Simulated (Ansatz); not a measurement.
## Screening in TiO2 (Anatase)

Wanted: ε∞ of TiO2 (Anatase) from perturbation theory, a sum over states and the RPA step of G0W0, with cost.

Calculated with Ansatz 0.2.0; linear response on PBE, plane waves, PAW.

## 1. The structure

It takes space group I4_1/amd (No. 141, tetragonal). The conventional cell has a = 3.784 Å, b = 3.784 Å, c = 9.515 Å, α = 90.00°, β = 90.00°, γ = 90.00°. Nearest to Ti lie 6 O at 1.93 to 1.98 Å. O has 3 Ti at 1.93 to 1.98 Å nearest. Farther neighbours and most contacts between anions are not listed.

The cell and positions come from the Crystallography Open Database and are kept as given unless a step says otherwise. The default PAW set here is soft_1. Its files were made with PBE.

## 2. Response to a homogeneous field

The response to a uniform field gives ε∞, a yardstick for the screening that GW builds on its mesh.

This step: dielectric response by perturbation theory, PBE, plane waves, PAW.

Contents of input.yaml:

```yaml
crystal:
  lattice:
    - [-1.8921, 1.8921, 4.7573]
    - [1.8921, -1.8921, 4.7573]
    - [1.8921, 1.8921, -4.7573]
  atoms:
    - { symbol: Ti, position: [0.0, 0.0, 0.0] }
    - { symbol: Ti, position: [0.75, 0.25, 0.5] }
    - { symbol: O, position: [0.2081, 0.2081, 0.0] }
    - { symbol: O, position: [0.9581, 0.4581, 0.5] }
    - { symbol: O, position: [0.5419, 0.0419, 0.5] }
    - { symbol: O, position: [0.7919, 0.7919, 0.0] }
kpoints:
  mp_grid: { grid: [8, 8, 8] }
hamiltonian:
  xc: pbe
  pseudopotentials: { kind: paw, azcp: { folder: "./paw" } }
scf:
  occupations: { method: fixed }
dielectric: {}
```

Started as:

```console
ansatz run input.yaml --threads 3 --pin off --max-ram 92160MiB --backend cuda --events-out ev --progress --plain --runs-dir out --devices 1 --max-vram 13GiB
```

Numbers of over 12 decimals in the logs are rounded to 6 here.

Log:

```text
GPUs: using 1 of 1 available (devices: 1).
Engine: ansatz 0.2.0, x86_64-unknown-linux-gnu
Pseudopotentials: kind: paw
Pseudopotential: Ti, paw, valence charge 12, recommended cutoff 420 eV (normal), <dir>
Pseudopotential: O, paw, valence charge 6, recommended cutoff 420 eV (normal), <dir>
Functional definition: PBE
  parameter kappa = 0.804
  parameter beta = 0.066725
  exchange = pbe_x(kappa = kappa, mu = beta*pi^2/3)
  correlation = pbe_c(beta = beta)
device memory: the entry about to start is reckoned to put 2.1 GiB on a device that reports 36.4 GiB free (of which the cap on the GPU budget leaves the run 13.0 GiB)
GPU FFT provider: cuFFT
GPU libraries: cuBLAS 13.8.2, cuFFT 12.4.0, cuSOLVER 12.3.4
Crystal: 6 atoms, lattice volume = 68.125 Å³
Basis set: ecut = 420 eV, 1315 PW (Γ), exchange–correlation on 80×80×80 points (8 copies of the dense FFT grid, shifted against one another)
Bands: 30, of which v1, the nominal top of the filled ones, is band 24 counted from 1 (23 counted from 0)
Symmetry: 16 space group operations
k-points: 150 of 512 (irreducible under 2 space group operations, time reversal used)
Non-local potential: Ti, projectors of the file, l = 0: 3, l = 1: 2, l = 2: 3, l = 3: 1
Non-local potential: O, projectors of the file, l = 0: 2, l = 1: 2, l = 2: 1
PAW form: soft (Blöchl's): semilocal exchange-correlation on the pseudo side does not see the compensation charge
PAW one-centre angular grid: Ti, 590 points (default); XC on 64 Gauss nodes
PAW one-centre angular grid: O, 110 points (default); XC on 64 Gauss nodes
Initial density: superposition of atomic densities (chi_scale 0.1, normalization cell, long waves kept (reshape's long-wave potential 0.00 eV rms))
Initial wavefunctions: pseudopotential atomic-orbital guess
GPU buffer pool allocated for 64000 grid points (all kernels)
GPU transforms: local potential and band sums: pruned to the plane-wave sphere, on 40×40×40
Functional: x = pbe(κ = 0.804, μ = 0.219515), c = pbe(β = 0.066725)
SCF iter   1: F=—  HF=-7277.932962 eV  |F-HF|=—  |Δ(HF+E_count)|=         —  Δρ=6.36e-2  dr2=2.95e0  ethr=3.10e-3  ⟨swp⟩=3.5  Hψ=14369  notcnv=0  defer=268
preconditioner: auto → none  [insulator: Δε(μ)=2.386 eV  Ē_g=9.847 eV  n_scr=14 (ndim 8)  ℏωp=25.4 eV  f_vac=0.000  ε∞_Penn≈7.7]
SCF iter   2: F=—  HF=-7277.722975 eV  |F-HF|=—  |Δ(HF+E_count)|=   2.10e-1  Δρ=6.15e-2  dr2=2.04e0  ethr=3.10e-3  ⟨swp⟩=2.0  Hψ=8747  notcnv=0  defer=255
SCF iter   3: F=—  HF=-7277.596675 eV  |F-HF|=—  |Δ(HF+E_count)|=   1.26e-1  Δρ=3.58e-2  dr2=9.56e-1  ethr=3.10e-3  ⟨swp⟩=2.6  Hψ=7451  notcnv=0  defer=395
SCF iter   4: F=—  HF=-7277.503041 eV  |F-HF|=—  |Δ(HF+E_count)|=   9.36e-2  Δρ=1.82e-2  dr2=2.47e-1  ethr=1.99e-3  ⟨swp⟩=2.0  Hψ=6329  notcnv=0  defer=272
SCF iter   5: F=—  HF=-7277.485244 eV  |F-HF|=—  |Δ(HF+E_count)|=   1.78e-2  Δρ=3.15e-3  dr2=7.04e-3  ethr=5.15e-4  ⟨swp⟩=2.0  Hψ=6472  notcnv=0  defer=462
SCF iter   6: F=—  HF=-7277.486021 eV  |F-HF|=—  |Δ(HF+E_count)|=   7.77e-4  Δρ=6.37e-4  dr2=2.84e-4  ethr=1.47e-5  ⟨swp⟩=2.0  Hψ=6504  notcnv=0  defer=599
SCF iter   7: F=—  HF=-7277.485937 eV  |F-HF|=—  |Δ(HF+E_count)|=   8.34e-5  Δρ=3.82e-5  dr2=3.85e-7  ethr=5.92e-7  ⟨swp⟩=2.0  Hψ=6813  notcnv=0  defer=599
SCF iter   8: F=—  HF=-7277.486113 eV  |F-HF|=—  |Δ(HF+E_count)|=   1.75e-4  Δρ=9.46e-6  dr2=2.96e-8  ethr=8.03e-10  ⟨swp⟩=2.0  Hψ=8034  notcnv=0  defer=248
SCF iter   9: F=—  HF=-7277.486113 eV  |F-HF|=—  |Δ(HF+E_count)|=   1.93e-8  Δρ=2.04e-6  dr2=2.61e-9  ethr=6.16e-11  ⟨swp⟩=2.0  Hψ=7529  notcnv=0  defer=248
SCF iter  10: F=-7277.486113 eV  HF=-7277.486113 eV  |F-HF|=1.64e-11  |Δ(HF+E_count)|=  5.51e-10  Δρ=2.34e-7  dr2=4.74e-11  ethr=1.00e-12  ⟨swp⟩=7.3  Hψ=18382  notcnv=0
SCF 1 converged in 10 iterations: F = -7277.486113 eV  dr2 = 4.74e-11
  greatest PAW one-centre occupation: 0.999 electrons in one spin orbital (limit 2), on the Ti atom at site 1 (counted from 0), in its partial waves of l = 0
the response reads at least the filled bands of the reference SCF and the lowest empty band at each k-point, and that SCF's band table does not vouch for those bands. The notice of the band table in this run's record says why
device memory: the entry about to start is reckoned to put 0.6 GiB on a device that reports 36.6 GiB free (of which the cap on the GPU budget leaves the run 12.9 GiB)
NSCF: frozen V_eff on 1 k-points
device memory: the entry about to start is reckoned to put 0.6 GiB on a device that reports 37.1 GiB free (of which the cap on the GPU budget leaves the run 12.9 GiB)
NSCF: frozen V_eff on 1 k-points
device memory: the entry about to start is reckoned to put 0.1 GiB (of the 0.2 GiB reckoned in all, the device holds 0.1 GiB already) on a device that reports 37.1 GiB free (of which the cap on the GPU budget leaves the run 12.9 GiB)
device memory: the entry about to start is reckoned to put 2.2 GiB (of the 2.3 GiB reckoned in all, the device holds 0.1 GiB already) on a device that reports 37.1 GiB free (of which the cap on the GPU budget leaves the run 12.9 GiB)
DFPT response loops at Γ: preconditioner auto → Resta (q_TF=auto, 2.574 Å⁻¹)  ε∞=5.3 (no band partly filled); β = 1.00, the filter's whole step (`scf.mixing.beta` (0.50) is not read by the response loops at its default; to damp them type it under 1.00, their step now; it binds the ground state too); Broyden in place of MSR1
── the response to a field inside a basis, on 8×8×8 k-points: an SCF that follows is theirs, and a resumed run solves both again ──
device memory: the entry about to start is reckoned to put 0.3 GiB on a device that reports 42.0 GiB free (of which the cap on the GPU budget leaves the run 12.9 GiB)
GPU FFT provider: cuFFT
GPU libraries: cuBLAS 13.8.2, cuFFT 12.4.0, cuSOLVER 12.3.4
Bands: 25, of which v1, the nominal top of the filled ones, is band 24 counted from 1 (23 counted from 0)
k-points: 56 of 512
Initial density: handed on by an earlier stage of this run
Initial wavefunctions: pseudopotential atomic-orbital guess (no wavefunctions were taken with the density)
GPU buffer pool allocated for 64000 grid points (all kernels)
GPU transforms: band sums: pruned to the plane-wave sphere, on 40×40×40
Eigensolver: Dense (56 Hₖ)
SCF iter   1: F=—  HF=-7277.468269 eV  |F-HF|=—  |Δ(HF+E_count)|=         —  Δρ=2.75e-4  dr2=1.07e-5  ethr=1.00e-1
preconditioner: auto → none  [insulator: Δε(μ)=2.164 eV  Ē_g=9.013 eV  n_scr=14 (ndim 8)  ℏωp=25.4 eV  f_vac=0.101  ε∞_Penn≈9.0]
SCF iter   2: F=—  HF=-7277.468275 eV  |F-HF|=—  |Δ(HF+E_count)|=   6.16e-6  Δρ=1.34e-4  dr2=7.67e-6  ethr=2.23e-8
SCF iter   3: F=—  HF=-7277.468280 eV  |F-HF|=—  |Δ(HF+E_count)|=   4.61e-6  Δρ=1.69e-4  dr2=1.67e-5  ethr=1.60e-8
SCF iter   4: F=-7277.468277 eV  HF=-7277.468277 eV  |F-HF|=3.85e-8  |Δ(HF+E_count)|=   2.69e-6  Δρ=1.27e-5  dr2=4.52e-8  ethr=1.60e-8
SCF 1 converged in 4 iterations: F = -7277.468277 eV  dr2 = 4.52e-8
device memory: the entry about to start is reckoned to put 0.1 GiB (of the 0.1 GiB reckoned in all, the device holds 0.1 GiB already) on a device that reports 33.5 GiB free (of which the cap on the GPU budget leaves the run 12.8 GiB)
device memory: the entry about to start is reckoned to put 2.2 GiB on a device that reports 33.3 GiB free (of which the cap on the GPU budget leaves the run 12.8 GiB)
DFPT response loops at Γ: mixed as the last ones told, above
SCF converged after 10 iterations
Free energy (F): -7277.486113 eV
Harris-Foulkes:  -7277.486113 eV  (|F-HF|=1.64e-11)
Internal energy: -7277.486113 eV  (E = F + TS)
E sigma→0 (E₀):  -7277.486113 eV
Fermi energy:    7.220728 eV
--- Per-component energies (eV) ---
  E_band       = -458.621461
  E_kinetic    = 1233.816876
  E_local      = -3678.993784  (includes V_loc(G=0)·N_el)
  E_nonlocal   = 323.329311
  E_hartree    = 1417.839962
  E_xc         = -520.828896
  E_vxc        = -659.145813  (∫ρ·V_xc dr)
  E_paw        = -2730.456964  (= ΣΔE_a)
  E_vpaw       = -513.310466  (= ΣTr[D̂ρ^β])
  E_aug_tail   = 0.002934  (compensation charges beyond the density's cutoff)
  E_ewald      = -3322.195552
  E_smearing   = -0.000000  (= −TS)
  E_closure    = 0.000000  (closes the sum)
  Σ components = -7277.486113   (vs F -7277.486113, Δ=0.00e0)
--- Band table (eV; the first three rows and the last of 150) ---
  k-point 0: bands = [... 20 lower, 6.5066, 6.5066, 6.7912, 6.7912, 9.3880, 10.1275, 11.2674, 11.2674, ... 2 higher]
  k-point 1: bands = [... 20 lower, 6.1767, 6.1831, 6.5516, 6.9582, 10.0004, 10.2083, 10.7122, 11.0425, ... 2 higher]
  k-point 2: bands = [... 20 lower, 5.4231, 6.3012, 6.6658, 7.0114, 10.2542, 10.4060, 10.7841, 11.0094, ... 2 higher]
  k-point 149: bands = [... 20 lower, 6.0021, 6.0021, 7.1396, 7.1396, 9.7449, 9.7449, 11.0455, 11.0455, ... 2 higher]
--- Dielectric response (ions clamped): 3 representative field directions + reference, inside a basis on a mesh of 512 k-points (Σ response iterations 18) ---
  ε∞ (high-frequency dielectric tensor):
        6.793226    -0.000000     0.000000
       -0.000000     6.793226    -0.000000
        0.000000    -0.000000     6.244872
  Born effective charges Z* (e; rows j = field, columns β = displacement):
    site 0:
         6.55622   -0.00000    0.00000
        -0.00000    6.55622   -0.00000
         0.00000   -0.00000    5.76531
    site 1:
         6.55622   -0.00000    0.00000
        -0.00000    6.55622   -0.00000
         0.00000    0.00000    5.76531
    site 2:
        -1.12289    0.00000   -0.00000
         0.00000   -5.43333    0.00000
         0.00000    0.00000   -2.88266
    site 3:
        -5.43333    0.00000   -0.00000
        -0.00000   -1.12289   -0.00000
        -0.00000   -0.00000   -2.88266
    site 4:
        -1.12289    0.00000   -0.00000
         0.00000   -5.43333    0.00000
         0.00000    0.00000   -2.88266
    site 5:
        -5.43333    0.00000   -0.00000
         0.00000   -1.12289    0.00000
        -0.00000   -0.00000   -2.88266
  Z* charge neutrality: 4.946e-3 e pre-enforcement
  solved inside a basis spanned on kpoints, on 8×8×8 k-points, its susceptibility summed on 8×8×12: ε∞ is read to err by 2.6e-2, Z* by 3.1e-2 e (field_mesh: kpoints solves on kpoints); Z* is corrected for what the basis lacks
```

Elapsed: 96 s, on 1 × NVIDIA H100 80GB HBM3 (shared by 6 runs) with 3 threads of AMD EPYC 7R13 (Zen 3), shared host; peak memory 2 GiB.

This step gave:

```yaml
stated_error_of_eps_infinity: 0.026
```

One over ε∞ averages 0.15, under the quarter of exact exchange in PBE0, which by this rule of thumb may open the gap too far.

High-frequency dielectric tensor:

```
6.79 0.00 0.00
0.00 6.79 0.00
0.00 0.00 6.24
```

Born effective charge (e), principal values of the symmetric part by kind of site:

```
atom  atoms with these values    low  middle   high   mean
 Ti1                        2   5.77    6.56   6.56   6.29
  O3                        4  -5.43   -2.88  -1.12  -3.15
```

In full for Ti1:

```
6.56 0.00 0.00
0.00 6.56 0.00
0.00 0.00 5.77
```

## 3. Independent-particle spectrum

The independent-particle spectrum shows where the oscillator strength lies, before excitons and local fields.

This step: independent-particle optics on PBE, plane waves, PAW.

Edit input.yaml of step 2 so:

```diff
@@ -19,2 +19,4 @@
   occupations: { method: fixed }
-dielectric: {}
+  n_extra_bands: 46
+output:
+  optics: { e_range: [0, 25], de: 0.1, sigma: 0.2 }
```

Log:

```text
basis.fft_grid_basis auto: the FFT boxes are laid along the combinations [[1, 0, 1], [0, 1, 1], [0, 0, 1]] of the cell's own vectors, 3.784, 3.784 and 5.458 Å long. The dense box has 27×27×40 points. Along the cell's own vectors, as sized, it would have 40×40×40, 2.19 times as many. Of the 16 symmetry operations that the crystal satisfies within crystal.symmetry.tolerance (time reversal apart; of a slab, those that k [...]
[...]
GPUs: using 1 of 1 available (devices: 1).
[...]
GPU FFT provider: cuFFT
GPU libraries: cuBLAS 13.8.2, cuFFT 12.4.0, cuSOLVER 12.3.4
Crystal: 6 atoms, lattice volume = 68.125 Å³
Basis set: ecut = 420 eV, 1315 PW (Γ), FFT grids on a1+a3, a2+a3, a3
Bands: 70, of which v1, the nominal top of the filled ones, is band 24 counted from 1 (23 counted from 0)
Symmetry: 16 space group operations
[...]
k-points: 59 of 512
[...]
GPU buffer pool allocated for 29160 grid points (all kernels)
[...]
SCF iter   1: F=—  HF=-7277.933490 eV  |F-HF|=—  |Δ(HF+E_count)|=         —  Δρ=6.36e-2  dr2=2.96e0  ethr=3.10e-3  ⟨swp⟩=4.0  Hψ=13903  notcnv=0  defer=2524
[...]
SCF iter  11: F=-7277.486245 eV  HF=-7277.486245 eV  |F-HF|=1.82e-12  |Δ(HF+E_count)|=  1.27e-11  Δρ=1.84e-8  dr2=2.23e-13  ethr=1.00e-12  ⟨swp⟩=2.0  Hψ=5782  notcnv=0
SCF 1 converged in 11 iterations: F = -7277.486245 eV  dr2 = 2.23e-13
[...]
Optics k sum: 0 of 59 k-points
Optics k sum: 3 of 59 k-points
[...]
Optics k sum: 59 of 59 k-points
[...]
SCF converged after 11 iterations
Free energy (F): -7277.486245 eV
[...]
Internal energy: -7277.486245 eV  (E = F + TS)
E sigma→0 (E₀):  -7277.486245 eV
Fermi energy:    7.220746 eV
[...]
--- Band table (eV; the first three rows and the last of 59) ---
  k-point 0: bands = [... 20 lower, 6.5066, 6.5066, 6.7912, 6.7912, 9.3880, 10.1275, 11.2674, 11.2674, ... 42 higher]
  k-point 1: bands = [... 20 lower, 6.1767, 6.1831, 6.5516, 6.9582, 10.0004, 10.2083, 10.7122, 11.0426, ... 42 higher]
  k-point 2: bands = [... 20 lower, 5.4231, 6.3012, 6.6658, 7.0115, 10.2542, 10.4060, 10.7841, 11.0095, ... 42 higher]
  k-point 58: bands = [... 20 lower, 6.0020, 6.0020, 7.1396, 7.1396, 9.7449, 9.7449, 11.0455, 11.0455, ... 42 higher]
```

It took 45 s on 1 × NVIDIA H100 80GB HBM3 (shared by 6 runs) with 3 threads; peak memory 1.9 GiB.

Numbers from this step:

```
ε∞ without local fields (xx, yy, zz)                                   : 6.931, 6.931, 6.566
electrons in the f-sum (xx, yy, zz)                                    : 30.31, 30.31, 30.55
bands in the explicit sum (the static value is completed to all bands) : 70
```

The sum gives ε∞ = 6.93 and 6.57 without local fields.

The ε₂ has structure finer than the step of the table below, so its rows give means over 1 eV, whole bins alone (the curve runs from 0 to 25 eV). Peaks (eV: height): xx=yy 3.9: 10.4, 7.0: 7.30; zz 3.4: 9.58, 4.2: 9.78, 7.4: 13.8, 9.0: 5.72.

Independent particles, no local fields, Gaussian width 0.2 eV. Table of ε₂ by photon energy; means over each step:

```
photon energy (eV)  xx=yy      zz
                 1      0       0
                 2  0.154  4.9e-4
                 3   3.48    3.06
                 4   9.53    8.13
                 5   8.24    4.18
                 6   4.29    3.94
                 7   6.34    9.51
                 8   4.34    7.84
                 9   2.63    4.51
                10   1.61    1.69
                11   1.21   0.592
                12   1.18   0.457
                13   1.00   0.628
                14  0.993    1.15
                15   1.06    1.21
                16   1.18   0.911
                17   1.17    1.01
                18  0.984   0.957
                19   1.17    1.08
                20   1.36    1.21
                21   1.35   0.952
                22   1.23    1.48
                23   1.07    1.13
                24  0.964   0.903
```

The loss function has structure finer than the step of the table below, so its rows give means over 1 eV, whole bins alone (the curve runs from 0 to 25 eV). Peaks (eV: height): xx=yy 5.8: 0.244, 8.7: 0.438, 11.3: 0.856, 12.5: 0.775, 17.7: 0.581, 23.3: 0.803; zz 11.7: 2.93, 15.3: 0.828, 20.2: 0.834, 23.3: 0.934.

Independent particles, no local fields, Gaussian width 0.2 eV. Table of loss function by photon energy; means over each step:

```
photon energy (eV)    xx=yy      zz
                 1        0       0
                 2  0.00145  6.7e-6
                 3   0.0255  0.0147
                 4   0.0686  0.0800
                 5    0.113   0.153
                 6    0.199  0.0920
                 7    0.145  0.0693
                 8    0.208   0.111
                 9    0.355   0.175
                10    0.570   0.198
                11    0.808   0.597
                12    0.728    1.81
                13    0.701   0.574
                14    0.578   0.531
                15    0.475   0.646
                16    0.487   0.618
                17    0.537   0.533
                18    0.523   0.542
                19    0.407   0.447
                20    0.480   0.650
                21    0.578   0.478
                22    0.658   0.480
                23    0.746   0.812
                24    0.715   0.769
```

(Part 1 of 2 ends here.)

[Paths, hosts, dates, memory and timing lines, banners, echoed tables and standing remarks are left out of the program output.]

[Logs are printed without paths, hosts, clocks, repeated set-up lines and the standing remarks that a program may print on its own settings, such as how far it seeks lower states.]

[Runs of the session that timed out or met a known fault of the program may be left out.]

[Cells called generated may have been cut or substituted from an entry of the Crystallography Open Database or the Materials Project.]

[Hosts, paths, dates, database ids (printed as entryN), source tags and the programs' standing remarks are cut or masked in the printed files.]
